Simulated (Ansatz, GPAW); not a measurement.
# Work function of a 2-layer slab of V(111) at several levels, part 2 of 2

Aim: the work function of both faces of a 2-layer slab of V(111), and its spread over functionals and bases.

GPAW 26.7.0 and Ansatz 0.2.0; GPAW, PAW setups; slab in vacuum (the session's first sound run).

So far, upper work function (eV): step 2 (relaxing the atoms, PBE, GPAW) 3.90; step 5 (OptPBE vdW: xc = "optPBE-vdW", GPAW, PAW setups, GPAW) 4.04; step 6 (self-consistent run: xc = "revPBE") 3.78; step 7 (real-space grid: mode = "fd", PBE, GPAW) 3.90; step 8 (atomic orbitals: mode = "lcao", PBE, GPAW) 3.87.

## Step 10: A second plane-wave code

A second program with its own datasets checks the number independently.

This step: Ansatz plane waves; slab in vacuum with a dipole correction (Ansatz 0.2.0).

input.yaml reads:

```yaml
crystal:
  lattice:
    - [4.2709249584, 0.0, 0.0]
    - [2.1354624792, 3.6987295116, 0.0]
    - [0.0, 0.0, 16.8717989065]
  atoms:
    - { symbol: V, position: [0.6666654617, 0.6666667547, 0.4741640203] }
    - { symbol: V, position: [0.0, 0.0, 0.517003541] }
kpoints:
  mp_grid: { grid: [9, 9, 1] }
hamiltonian:
  xc: pbe
scf:
  occupations: { method: fermi_dirac, width: 0.1 }
efield:
  axis: 3
  dipole_correction: true
  ramp_width: 0.05
output:
  forces: true
  write_potential: true
  write_density: true
  volumetric_format: npy
  elf: true
```

Launch:

```
$ ansatz run input.yaml --threads 4 --pin off --max-ram 8192MiB --backend cpu --events-out ev --progress --plain --runs-dir out
```

Run time: 1.9 s. Hardware: 4 threads of Arm Neoverse V1, shared host; peak memory 0.55 GiB; 6.7 s of CPU time.

This step gave:

- free energy: -5817.8581 eV
- smearing term TS: 0.2916 eV
- symmetry operations: 6
- upper work function: 3.899 eV
- lower work function: 3.899 eV
- dipole along the normal: -4.17e-5 e·Å
- dipole field: -2.83e-5 V/Å
- vacuum level above: 2.238 eV
- vacuum level below: 2.238 eV

Table of electrostatic potential energy of an electron (with the applied field's), less the Fermi level, planar mean by z:

| z (Å) | electrostatic potential energy of an electron (with the applied field's), less the Fermi level, planar mean (eV) |
| --- | --- |
| 0.0 | 3.90 |
| 0.5 | 3.90 |
| 1.0 | 3.90 |
| 1.5 | 3.90 |
| 2.0 | 3.90 |
| 2.5 | 3.90 |
| 3.0 | 3.90 |
| 3.5 | 3.90 |
| 4.0 | 3.90 |
| 4.5 | 3.89 |
| 5.0 | 3.87 |
| 5.5 | 3.82 |
| 6.0 | 3.66 |
| 6.5 | 3.17 |
| 7.0 | 1.69 |
| 7.5 | -2.60 |
| 8.0 | -6.63 |
| 8.5 | -8.15 |
| 9.0 | -4.30 |
| 9.5 | 0.00858 |
| 10.0 | 2.71 |
| 10.5 | 3.50 |
| 11.0 | 3.77 |
| 11.5 | 3.86 |
| 12.0 | 3.89 |
| 12.5 | 3.89 |
| 13.0 | 3.90 |
| 13.5 | 3.90 |
| 14.0 | 3.90 |
| 14.5 | 3.90 |
| 15.0 | 3.90 |
| 15.5 | 3.90 |
| 16.0 | 3.90 |
| 16.5 | 3.90 |

The valence density, planar mean by z:

z (Å), valence density, planar mean (e/Å³) and a bar:
```
      4.0       0.00 
      4.5       0.00 
      5.0       0.00 
      5.5       0.00 
      6.0       0.01 
      6.5       0.02 #
      7.0       0.06 ##
      7.5       0.36 ###########
      8.0       0.98 #############################
      8.5       1.01 ##############################
      9.0       0.69 ####################
      9.5       0.12 ####
     10.0       0.03 #
     10.5       0.01 
     11.0       0.00 
     11.5       0.00 
     12.0       0.00 
     12.5       0.00 
     13.0       0.00
```

Valence density in the ca plane at fractional y = 0.667, with atoms of V within 0.2 Å of it. It is the smooth field of the valence electrons, not physical close to the nuclei.

Ten steps, logarithmic in the rise over the least value, from '0' (0 e/Å³) to '9' (13 e/Å³), each cell a mean:
```
00000000000000000001222110000000000000000000
00000000000000000013553210000000000000000000
00000000000000000026886310000000000000000000
00000000000000000027997310000000000000000000
00000000000000000015886210000000000000000000
00000000000000000012443210000000000000000000
00000000000000000001122110000000000000000000
00000000000000000001111110000000000000000000
00000000000000000000111110000000000000000000
00000000000000000000111110000000000000000000
00000000000000000001111110000000000000000000
```
Columns run along c (16.9 Å), rows up along a (4.3 Å). Atoms in or near the plane, at fractional coordinates: V at (0.47, 0.67).

ELF in the ca plane at fractional y = 0.667, with atoms of V within 0.2 Å of it. It is the smooth field of the valence electrons, not physical close to the nuclei.

Values, 6 rows by 16 columns, each cell a mean:
```
0.00 0.00 0.00 0.00 0.00 0.04 0.13 0.27 0.32 0.42 0.14 0.01 0.00 0.00 0.00 0.00
0.00 0.00 0.00 0.00 0.00 0.01 0.08 0.67 0.31 0.32 0.16 0.02 0.00 0.00 0.00 0.00
0.00 0.00 0.00 0.00 0.00 0.02 0.07 0.59 0.29 0.35 0.16 0.02 0.00 0.00 0.00 0.00
0.00 0.00 0.00 0.00 0.01 0.06 0.19 0.25 0.35 0.39 0.11 0.01 0.00 0.00 0.00 0.00
0.00 0.00 0.00 0.00 0.01 0.09 0.33 0.33 0.18 0.15 0.05 0.00 0.00 0.00 0.00 0.00
0.00 0.00 0.00 0.00 0.01 0.08 0.32 0.35 0.24 0.20 0.06 0.01 0.00 0.00 0.00 0.00
```
Columns run along c (16.9 Å), rows up along a (4.3 Å). Atoms in or near the plane, at fractional coordinates: V at (0.47, 0.67).

Electrostatic potential energy in the ca plane at fractional y = 0.667, with atoms of V within 0.2 Å of it. With pseudopotentials it is smooth inside the atoms' cores, unlike the true potential.

Values in eV, 6 rows by 16 columns, each cell a mean:
```
  2   2   2   2   2   2  -1 -11  -4   2   2   2   2   2   2   2
  2   2   2   2   2   1  -7 -22 -13   2   2   2   2   2   2   2
  2   2   2   2   2   1  -6 -22 -12   2   2   2   2   2   2   2
  2   2   2   2   2   2   0  -6  -2   2   2   2   2   2   2   2
  2   2   2   2   2   2   2   0  -2   1   2   2   2   2   2   2
  2   2   2   2   2   2   2   0  -2   1   2   2   2   2   2   2
```
Columns run along c (16.9 Å; values clipped at the 3rd and 97th percentile), rows up along a (4.3 Å). Atoms in or near the plane, at fractional coordinates: V at (0.47, 0.67).

The upper face's work function is 3.899 eV, against 3.900 eV in the first plane-wave PBE run at this geometry.

## Step 11: Side by side

Results and costs are gathered.

This step: comparison of work functions, dipole and cost (GPAW 26.7.0).

Ladder, by row:

| step | code | work function, upper (eV) | work function, lower (eV) | dipole (e Å) | wall time (s) | peak memory (GiB) | threads |
| --- | --- | --- | --- | --- | --- | --- | --- |
| pw | GPAW | 3.9 | 3.9 | -1.20e-5 | 26.83 | 0.2 | 1 |
| LDA | GPAW | 4.146 | 4.146 | -1.47e-5 | 24.47 | 0.19 | 1 |
| optPBE-vdW | GPAW | 4.042 | 4.042 | -1.15e-5 | 42.84 | 0.36 | 1 |
| revPBE | GPAW | 3.781 | 3.781 | -8.83e-6 | 27.36 | 0.2 | 1 |
| fd | GPAW | 3.899 | 3.899 | -2.31e-5 | 80.29 | 0.42 | 1 |
| lcao | GPAW | 3.866 | 3.867 | -9.94e-6 | 52.4 | 0.26 | 1 |
| ansatz | Ansatz | 3.899 | 3.899 | -4.17e-5 | 1.87 | 0.55 | 4 |

## Step 12: A changed run

One more run, with changed settings.

This step: GPAW, PAW setups; slab in vacuum (GPAW 26.7.0).

run.py reads:

```python
import json
import numpy as np
from ase import Atoms
from gpaw import GPAW, PW

slab = Atoms(
    ['V', 'V'],
    positions=[
        [4.27092, 2.46582, 8.00000],
        [0.00000, 0.00000, 8.72278]],
    cell=[[4.27092, 0.0, 0.0], [2.13546, 3.69873, 0.0], [0.0, 0.0, 16.8718]],
    pbc=[True, True, False])

slab.calc = GPAW(mode=PW(400), xc='PBE', kpts={'size': (9, 9, 1), 'gamma': True},
                 occupations={'name': 'fermi-dirac', 'width': 0.1}, nbands='160%',
                 convergence={'density': 1e-05}, maxiter=100,
                 poissonsolver={'dipolelayer': 'xy'},
                 symmetry={'tolerance': 1e-3}, txt='slab.txt')
result = {}
energy = slab.get_potential_energy()
fermi = slab.calc.get_fermi_level()
v = slab.calc.get_electrostatic_potential().mean((0, 1)) - fermi
n = slab.calc.get_pseudo_density().mean((0, 1))
L = slab.cell[2, 2]
z = np.arange(len(v)) * L / len(v)
low, high = slab.positions[:, 2].min(), slab.positions[:, 2].max()
below, above = np.interp([low - 1.0, high + 1.0], z, v)
slopes = [np.interp(x, z, np.gradient(v, z)) for x in (low - 1.0, high + 1.0)]
eps = np.array([[slab.calc.get_eigenvalues(k, s) for k in range(len(slab.calc.get_ibz_k_points()))]
                for s in range(slab.calc.get_number_of_spins())]) - fermi
top, bottom = eps[eps < 0].max(), eps[eps > 0].min()
dipole = slab.get_dipole_moment()[2]
print(f'energy {energy:.4f} eV, Fermi level {fermi:.4f} eV, dipole {dipole:.5f} e A')
print(f'potential 1.0 A off the faces, from the Fermi level: lower {below:.4f} eV, upper {above:.4f} eV')
print(f'slope of the potential there: lower {slopes[0]:.5f}, upper {slopes[1]:.5f} eV/A')
print(f'nearest levels on the mesh: {top:.4f} and {bottom:.4f} eV')
print('magnetic moment', round(slab.get_magnetic_moment(), 3))
result.update(energy=energy, fermi=fermi, dipole=dipole, below=below, above=above, slopes=slopes, edges=[top, bottom],
              z=z.tolist(), v=v.tolist(), n=n.tolist(), positions=slab.positions.tolist(),
              forces=slab.get_forces(apply_constraint=False).tolist(), moments=slab.get_magnetic_moments().tolist())
json.dump(result, open('result.json', 'w'))
```

Launch:

```
$ OMP_NUM_THREADS=1 OPENBLAS_NUM_THREADS=1 python run.py
```

Run time: 27 s. Hardware: 1 thread; peak memory 0.2 GiB.

The run finished. A setting was moved off its sound value on purpose, so it serves as a test and not as the result.

The fault put into the input: the potential probed 1 A off the face (probe = 1.0).

## Step 13: What came out

| Item | Value |
| --- | --- |
| work function, both faces | 3.90 eV |
| dipole along the normal | -1.2e-5 e Å, near the numerical noise |

In words: With plane waves and PBE the work function is 3.90 eV on the upper face and 3.90 eV on the lower. Over the sound runs of the table the upper face's work function spans 3.781 (revPBE) to 4.146 eV (LDA). The two plane-wave codes differ by 5.5e-4 eV on the upper face. The runs had no spin polarisation, so a magnetic state, which thin layers of d-metal atoms can have, wasn't tested. The slab is only 0.72 Å thick between its outer nuclei, so the values belong to this film more than to the surface of the bulk metal. The in-plane lattice was kept as typed, which isn't the functional's own and leaves some strain; spin-orbit coupling and temperature are left out.

[Logs are printed without paths, hosts, clocks, repeated set-up lines and the standing remarks that a program may print on its own settings, such as how far it seeks lower states.]

[Hosts, paths, dates, database ids (printed as entryN), source tags and the programs' standing remarks are cut or masked in the printed files.]
